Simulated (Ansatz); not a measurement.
# The potential step between two gates: H-SiC-H chair bilayer, AA

Two oppositely charged gates put a neutral stack in a displacement field D. The voltage between them is D/ε₀ times an electrical distance, shorter than the real one because the stack screens.

How it was computed: Ansatz 0.2.0, plane waves with PAW datasets (its set soft_2), PBE-D3(BJ); isolated slab, charged sheets 4 Å from the outer atoms behind model barriers, atoms held. Voltages count from the uncharged case.

```
  run  D/ε₀ (V/nm)  step in an electron's potential, upper less lower gate (eV)
run 1        0.000                                                        0.000
run 2        0.543                                                        0.508
run 3        1.086                                                        1.015
run 4        2.171                                                        2.029
run 5        4.343                                                            ?
```

**Question.** What value belongs in the row marked “?”, and how far can the other rows tell?

A least-squares line through the 4 rows shown has slope 0.9345 and intercept 0.0002; no row lies more than 0.001 eV off it. The size of the slope, 0.934 nm, is the electrical distance; the sheets are 1.601 nm apart, and screening reaches beyond the outer atoms. At 4.343 it gives 0.9345 × 4.343 + 0.0002 = 4.059 eV, beyond the rows fitted. Rounding and scatter of the rows alone allow about ±0.003 eV there.

The run itself gives 4.055 eV: a miss of −0.004 eV, or 0.1 % of the value. Screening stays linear to within 1 % over this range.

**Limits.** The gates are model sheets, not atoms.

[Logs are printed without paths, hosts, clocks, repeated set-up lines and the standing remarks that a program may print on its own settings, such as how far it seeks lower states.]
